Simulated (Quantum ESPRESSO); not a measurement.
# F-SiSi-F chair, 1 layer: a series in biaxial strain, part 5 of 6

Wanted: a table for F-SiSi-F chair, 1 layer against biaxial strain, and what can be fitted to it.

Quantum ESPRESSO 7.5; plane-wave DFT, PBE, GBRV ultrasoft pseudopotentials.

So far. Step 6 (Band structure, -4 %): Along this path the valence top lies at Γ and the conduction bottom at Γ. Step 7 (Relaxing the ions, -3 %): The relaxation lowers the energy by 2 meV an atom.

**9. Relaxing the ions, 3 %**

m7.relax.in

```
&control
  prefix = 'm7.relax'
  outdir = './out'
  pseudo_dir = './pseudo'
  nstep = 40
  forc_conv_thr = 0.0003
  calculation = 'relax'
  tstress = .true.
/
&system
  ibrav = 0
  nat = 4
  ntyp = 2
  ecutwfc = 50
  ecutrho = 250
  occupations = 'smearing'
  smearing = 'fd'
  degauss = 0.002
/
&electrons
  conv_thr = 1e-09
  mixing_beta = 0.4
  electron_maxstep = 120
  mixing_mode = 'plain'
/
&ions
/
ATOMIC_SPECIES
  F   18.9984  f_pbe_v1.4.uspp.F.UPF
  Si  28.0850  si_pbe_v1.uspp.F.UPF
CELL_PARAMETERS angstrom
  4.08441599363000 0.00000000000000 0.00000000000000
  -2.04220799733000 3.53720801002000 0.00000000000000
  0.00000000000000 0.00000000000000 19.10000000000000
ATOMIC_POSITIONS crystal
  F   0.666666666700 0.333333333300 0.396289228300
  Si  0.666666666700 0.333333333300 0.481729904300
  Si  0.333333333300 0.666666666700 0.518270095700
  F   0.333333333300 0.666666666700 0.603710771700
K_POINTS automatic
  12 12 1 0 0 0
```

Started as:

```
$ OMP_NUM_THREADS=1 mpirun -n 4 pw.x -nk 4 -in m7.relax.in > m7.relax.out
```

What it wrote:

```text
[banner, memory and clock lines left out]
Program PWSCF v.7.5 starts
[...]
Message from routine setup:
[...]
number of electrons       =        22.00
     number of Kohn-Sham states=           15
     kinetic-energy cutoff     =      50.0000  Ry
     charge density cutoff     =     250.0000  Ry
[...]
number of k points=    19  Fermi-Dirac smearing, width (Ry)=  0.0020
[...]
Dense  grid:   124411 G-vectors     FFT dimensions: (  40,  40, 192)
[...]
negative rho (up, down):  2.038E-04 0.000E+00
     Starting wfcs are   16 randomized atomic wfcs
[...]
negative rho (up, down):  1.853E-04 0.000E+00
[...]
estimated scf accuracy    <       0.36485849 Ry
[...]
negative rho (up, down):  2.038E-04 0.000E+00
[...]
estimated scf accuracy    <       0.04530474 Ry
[...]
negative rho (up, down):  2.652E-04 0.000E+00
[...]
estimated scf accuracy    <       0.01197533 Ry
[...]
negative rho (up, down):  2.518E-04 0.000E+00
[...]
estimated scf accuracy    <       0.00094227 Ry
[...]
negative rho (up, down):  2.538E-04 0.000E+00
[...]
estimated scf accuracy    <       0.00005608 Ry
[...]
negative rho (up, down):  2.546E-04 0.000E+00
[...]
estimated scf accuracy    <       0.00000752 Ry
[...]
negative rho (up, down):  2.563E-04 0.000E+00
[...]
estimated scf accuracy    <       0.00000255 Ry
[...]
negative rho (up, down):  2.573E-04 0.000E+00
[...]
estimated scf accuracy    <       0.00000015 Ry
[...]
negative rho (up, down):  2.580E-04 0.000E+00
[...]
estimated scf accuracy    <       0.00000001 Ry
[...]
negative rho (up, down):  2.592E-04 0.000E+00
[...]
the Fermi energy is    -3.5319 ev
!    total energy              =    -116.60360777 Ry
     estimated scf accuracy    <          4.7E-10 Ry
     smearing contrib. (-TS)   =      -0.00000000 Ry
     internal energy E=F+TS    =    -116.60360777 Ry
[...]
one-electron contribution =    -426.51018038 Ry
     hartree contribution      =     218.50501624 Ry
     xc contribution           =     -27.25775774 Ry
     ewald contribution        =     118.65931411 Ry
     convergence has been achieved in  10 iterations
     negative rho (up, down):  2.592E-04 0.000E+00
[...]
Total force =     0.014440     Total SCF correction =     0.000059
[...]
negative rho (up, down):  2.592E-04 0.000E+00
[...]
negative rho (up, down):  2.538E-04 0.000E+00
[...]
negative rho (up, down):  2.549E-04 0.000E+00
[...]
estimated scf accuracy    <       0.00001927 Ry
[...]
negative rho (up, down):  2.558E-04 0.000E+00
[...]
estimated scf accuracy    <       0.00000448 Ry
[...]
negative rho (up, down):  2.564E-04 0.000E+00
[...]
estimated scf accuracy    <       0.00000069 Ry
[...]
negative rho (up, down):  2.568E-04 0.000E+00
[...]
estimated scf accuracy    <       0.00000008 Ry
[...]
negative rho (up, down):  2.570E-04 0.000E+00
[...]
estimated scf accuracy    <          2.8E-09 Ry
[...]
negative rho (up, down):  2.574E-04 0.000E+00
[...]
the Fermi energy is    -3.5810 ev
!    total energy              =    -116.60374537 Ry
     estimated scf accuracy    <          8.0E-10 Ry
     smearing contrib. (-TS)   =      -0.00000000 Ry
     internal energy E=F+TS    =    -116.60374537 Ry
[...]
one-electron contribution =    -426.53260319 Ry
     hartree contribution      =     218.51742782 Ry
     xc contribution           =     -27.25350494 Ry
     ewald contribution        =     118.66493493 Ry
     convergence has been achieved in   6 iterations
     negative rho (up, down):  2.574E-04 0.000E+00
[...]
Total force =     0.009021     Total SCF correction =     0.000052
[...]
negative rho (up, down):  2.574E-04 0.000E+00
[...]
negative rho (up, down):  2.511E-04 0.000E+00
[...]
negative rho (up, down):  2.522E-04 0.000E+00
[...]
estimated scf accuracy    <       0.00002444 Ry
[...]
negative rho (up, down):  2.530E-04 0.000E+00
[...]
estimated scf accuracy    <       0.00000712 Ry
[...]
negative rho (up, down):  2.538E-04 0.000E+00
[...]
estimated scf accuracy    <       0.00000175 Ry
[...]
negative rho (up, down):  2.540E-04 0.000E+00
[...]
estimated scf accuracy    <       0.00000010 Ry
[...]
negative rho (up, down):  2.542E-04 0.000E+00
[...]
estimated scf accuracy    <       0.00000004 Ry
[...]
negative rho (up, down):  2.542E-04 0.000E+00
[...]
estimated scf accuracy    <          4.4E-09 Ry
[...]
negative rho (up, down):  2.543E-04 0.000E+00
[...]
estimated scf accuracy    <          1.4E-09 Ry
[...]
negative rho (up, down):  2.544E-04 0.000E+00
[...]
the Fermi energy is    -3.6086 ev
!    total energy              =    -116.60387268 Ry
     estimated scf accuracy    <          1.1E-11 Ry
     smearing contrib. (-TS)   =      -0.00000000 Ry
     internal energy E=F+TS    =    -116.60387268 Ry
[...]
one-electron contribution =    -427.19505397 Ry
     hartree contribution      =     218.85022182 Ry
     xc contribution           =     -27.25612825 Ry
     ewald contribution        =     118.99708773 Ry
     convergence has been achieved in   8 iterations
     negative rho (up, down):  2.544E-04 0.000E+00
[...]
Total force =     0.008053     Total SCF correction =     0.000006
[...]
negative rho (up, down):  2.544E-04 0.000E+00
[...]
negative rho (up, down):  2.492E-04 0.000E+00
[...]
negative rho (up, down):  2.501E-04 0.000E+00
[...]
estimated scf accuracy    <       0.00003090 Ry
[...]
negative rho (up, down):  2.507E-04 0.000E+00
[...]
estimated scf accuracy    <       0.00000807 Ry
[...]
negative rho (up, down):  2.513E-04 0.000E+00
[...]
estimated scf accuracy    <       0.00000170 Ry
[...]
negative rho (up, down):  2.516E-04 0.000E+00
[...]
estimated scf accuracy    <       0.00000012 Ry
[...]
negative rho (up, down):  2.516E-04 0.000E+00
[...]
estimated scf accuracy    <       0.00000007 Ry
[...]
negative rho (up, down):  2.517E-04 0.000E+00
[...]
estimated scf accuracy    <          8.4E-09 Ry
[...]
negative rho (up, down):  2.518E-04 0.000E+00
[...]
estimated scf accuracy    <          6.8E-10 Ry
[...]
negative rho (up, down):  2.518E-04 0.000E+00
[...]
estimated scf accuracy    <          1.5E-10 Ry
[...]
negative rho (up, down):  2.519E-04 0.000E+00
[...]
the Fermi energy is    -3.6203 ev
!    total energy              =    -116.60395935 Ry
     estimated scf accuracy    <          5.5E-12 Ry
     smearing contrib. (-TS)   =      -0.00000000 Ry
     internal energy E=F+TS    =    -116.60395935 Ry
[...]
one-electron contribution =    -428.04020202 Ry
     hartree contribution      =     219.27446582 Ry
     xc contribution           =     -27.26160926 Ry
     ewald contribution        =     119.42338611 Ry
     convergence has been achieved in   9 iterations
     negative rho (up, down):  2.519E-04 0.000E+00
[...]
Total force =     0.004952     Total SCF correction =     0.000003
[...]
negative rho (up, down):  2.519E-04 0.000E+00
[...]
negative rho (up, down):  2.485E-04 0.000E+00
[...]
negative rho (up, down):  2.492E-04 0.000E+00
[...]
estimated scf accuracy    <       0.00002278 Ry
[...]
negative rho (up, down):  2.496E-04 0.000E+00
[...]
estimated scf accuracy    <       0.00000549 Ry
[...]
negative rho (up, down):  2.500E-04 0.000E+00
[...]
estimated scf accuracy    <       0.00000100 Ry
[...]
negative rho (up, down):  2.502E-04 0.000E+00
[...]
estimated scf accuracy    <       0.00000009 Ry
[...]
negative rho (up, down):  2.502E-04 0.000E+00
[...]
estimated scf accuracy    <       0.00000003 Ry
[...]
negative rho (up, down):  2.503E-04 0.000E+00
[...]
estimated scf accuracy    <          3.7E-09 Ry
[...]
negative rho (up, down):  2.503E-04 0.000E+00
[...]
estimated scf accuracy    <          2.8E-10 Ry
[...]
negative rho (up, down):  2.503E-04 0.000E+00
[...]
estimated scf accuracy    <          5.2E-11 Ry
[...]
negative rho (up, down):  2.504E-04 0.000E+00
[...]
the Fermi energy is    -3.6215 ev
!    total energy              =    -116.60398531 Ry
     estimated scf accuracy    <          5.4E-12 Ry
     smearing contrib. (-TS)   =      -0.00000000 Ry
     internal energy E=F+TS    =    -116.60398530 Ry
[...]
one-electron contribution =    -428.78145923 Ry
     hartree contribution      =     219.64641285 Ry
     xc contribution           =     -27.26725728 Ry
     ewald contribution        =     119.79831836 Ry
     convergence has been achieved in   9 iterations
     negative rho (up, down):  2.504E-04 0.000E+00
[...]
Total force =     0.000695     Total SCF correction =     0.000006
[...]
negative rho (up, down):  2.504E-04 0.000E+00
[...]
negative rho (up, down):  2.506E-04 0.000E+00
[...]
negative rho (up, down):  2.505E-04 0.000E+00
[...]
estimated scf accuracy    <       0.00000003 Ry
[...]
negative rho (up, down):  2.505E-04 0.000E+00
[...]
estimated scf accuracy    <          6.7E-09 Ry
[...]
negative rho (up, down):  2.505E-04 0.000E+00
[...]
estimated scf accuracy    <          5.0E-10 Ry
[...]
negative rho (up, down):  2.504E-04 0.000E+00
[...]
estimated scf accuracy    <          6.3E-11 Ry
[...]
negative rho (up, down):  2.504E-04 0.000E+00
[...]
the Fermi energy is    -3.6194 ev
!    total energy              =    -116.60398551 Ry
     estimated scf accuracy    <          4.4E-12 Ry
     smearing contrib. (-TS)   =      -0.00000000 Ry
     internal energy E=F+TS    =    -116.60398550 Ry
[...]
one-electron contribution =    -428.78959900 Ry
     hartree contribution      =     219.65045245 Ry
     xc contribution           =     -27.26751322 Ry
     ewald contribution        =     119.80267427 Ry
     convergence has been achieved in   5 iterations
     negative rho (up, down):  2.504E-04 0.000E+00
[...]
Total force =     0.000134     Total SCF correction =     0.000002
[...]
negative rho (up, down):  2.504E-04 0.000E+00
[...]
```

Run time: 1.7 min. Hardware: 4 MPI ranks of Arm Neoverse V1, shared host; peak memory 0.89 GiB.

Step by step:

```csv
step,energy less that of the first step (eV),largest force (eV/Å)
1,0.0000,0.2611
2,-0.0019,0.1486
3,-0.0036,0.1457
4,-0.0048,0.0844
5,-0.0051,0.0104
6,-0.0051,0.0021
```

The atoms that moved most (Å):

```csv
atom,dx,dy,dz,length
Si3,0.000,0.000,-0.018,0.018
Si2,0.000,0.000,0.018,0.018
F1,0.000,0.000,0.017,0.017
F4,0.000,0.000,-0.017,0.017
```

Final coordinates:

```xyz
4
Lattice="4.0844 0.0000 0.0000 -2.0422 3.5372 0.0000 0.0000 0.0000 19.1000" Properties=species:S:1:pos:R:3
F     2.0422    1.1791    7.5858
Si    2.0422    1.1791    9.2191
Si    0.0000    2.3581    9.8809
F     0.0000    2.3581   11.5142
```

The relaxation lowers the energy by 1 meV an atom.

Read from the output:

| Property | Result |
| --- | --- |
| free energy | -1586.4780 eV |
| Fermi energy | -3.619 eV |

**10. Self-consistent run, 3 %**

m7.scf.in

```
&control
  prefix = 'm7.scf'
  outdir = './out'
  pseudo_dir = './pseudo'
  calculation = 'scf'
  tprnfor = .true.
/
&system
  ibrav = 0
  nat = 4
  ntyp = 2
  ecutwfc = 40
  ecutrho = 200
  occupations = 'smearing'
  smearing = 'fd'
  degauss = 0.002
  nbnd = 15
/
&electrons
  conv_thr = 1e-09
  mixing_beta = 0.4
  electron_maxstep = 120
  mixing_mode = 'plain'
/
ATOMIC_SPECIES
  F   18.9984  f_pbe_v1.4.uspp.F.UPF
  Si  28.0850  si_pbe_v1.uspp.F.UPF
CELL_PARAMETERS angstrom
  4.08441599363000 0.00000000000000 0.00000000000000
  -2.04220799733000 3.53720801002000 0.00000000000000
  0.00000000000000 0.00000000000000 19.10000000000000
ATOMIC_POSITIONS crystal
  F   0.666666666700 0.333333333300 0.397161299500
  Si  0.666666666700 0.333333333300 0.482674199800
  Si  0.333333333300 0.666666666700 0.517325800200
  F   0.333333333300 0.666666666700 0.602838700500
K_POINTS automatic
  12 12 1 0 0 0
```

Started as:

```
$ OMP_NUM_THREADS=1 mpirun -n 4 pw.x -nk 4 -in m7.scf.in > m7.scf.out
```

What it wrote:

```text
[banner, memory and clock lines left out]
Program PWSCF v.7.5 starts
[...]
Message from routine setup:
[...]
number of electrons       =        22.00
     number of Kohn-Sham states=           15
     kinetic-energy cutoff     =      40.0000  Ry
     charge density cutoff     =     200.0000  Ry
[...]
number of k points=    19  Fermi-Dirac smearing, width (Ry)=  0.0020
[...]
Dense  grid:    88981 G-vectors     FFT dimensions: (  36,  36, 180)
[...]
negative rho (up, down):  8.223E-04 0.000E+00
     Starting wfcs are   16 randomized atomic wfcs
[...]
negative rho (up, down):  7.777E-04 0.000E+00
[...]
estimated scf accuracy    <       0.36726395 Ry
[...]
negative rho (up, down):  8.229E-04 0.000E+00
[...]
estimated scf accuracy    <       0.04506547 Ry
[...]
negative rho (up, down):  9.107E-04 0.000E+00
[...]
estimated scf accuracy    <       0.01193796 Ry
[...]
negative rho (up, down):  9.195E-04 0.000E+00
[...]
estimated scf accuracy    <       0.00092954 Ry
[...]
negative rho (up, down):  9.330E-04 0.000E+00
[...]
estimated scf accuracy    <       0.00005708 Ry
[...]
negative rho (up, down):  9.398E-04 0.000E+00
[...]
estimated scf accuracy    <       0.00000788 Ry
[...]
negative rho (up, down):  9.449E-04 0.000E+00
[...]
estimated scf accuracy    <       0.00000274 Ry
[...]
negative rho (up, down):  9.475E-04 0.000E+00
[...]
estimated scf accuracy    <       0.00000022 Ry
[...]
negative rho (up, down):  9.491E-04 0.000E+00
[...]
estimated scf accuracy    <       0.00000002 Ry
[...]
negative rho (up, down):  9.517E-04 0.000E+00
[...]
the Fermi energy is    -3.6200 ev
!    total energy              =    -116.60348046 Ry
     estimated scf accuracy    <          4.0E-10 Ry
     smearing contrib. (-TS)   =      -0.00000000 Ry
     internal energy E=F+TS    =    -116.60348046 Ry
[...]
one-electron contribution =    -428.78777923 Ry
     hartree contribution      =     219.64906430 Ry
     xc contribution           =     -27.26743983 Ry
     ewald contribution        =     119.80267429 Ry
     convergence has been achieved in  10 iterations
     negative rho (up, down):  9.517E-04 0.000E+00
[...]
Total force =     0.000100     Total SCF correction =     0.000037
[...]
```

Elapsed: 13 s, on 4 MPI ranks; peak memory 0.45 GiB.

Read from the output:

```
free energy                          : -1586.4712 eV
Fermi energy                         : -3.62 eV
valence top, on the run's zero       : -3.999 eV
conduction bottom, on the run's zero : -3.262 eV
gap by band count                    : 0.7367 eV
```

(Part 5 of 6 ends here.)

[Logs are printed without paths, hosts, clocks, repeated set-up lines and the standing remarks that a program may print on its own settings, such as how far it seeks lower states.]

[Hosts, paths, dates, database ids (printed as entryN), source tags and the programs' standing remarks are cut or masked in the printed files.]

[Maps of the electrostatic potential energy from Ansatz leave out the sawtooth potential of an applied field or a dipole correction, so their vacuum need not be flat; planar profiles and work functions include it.]
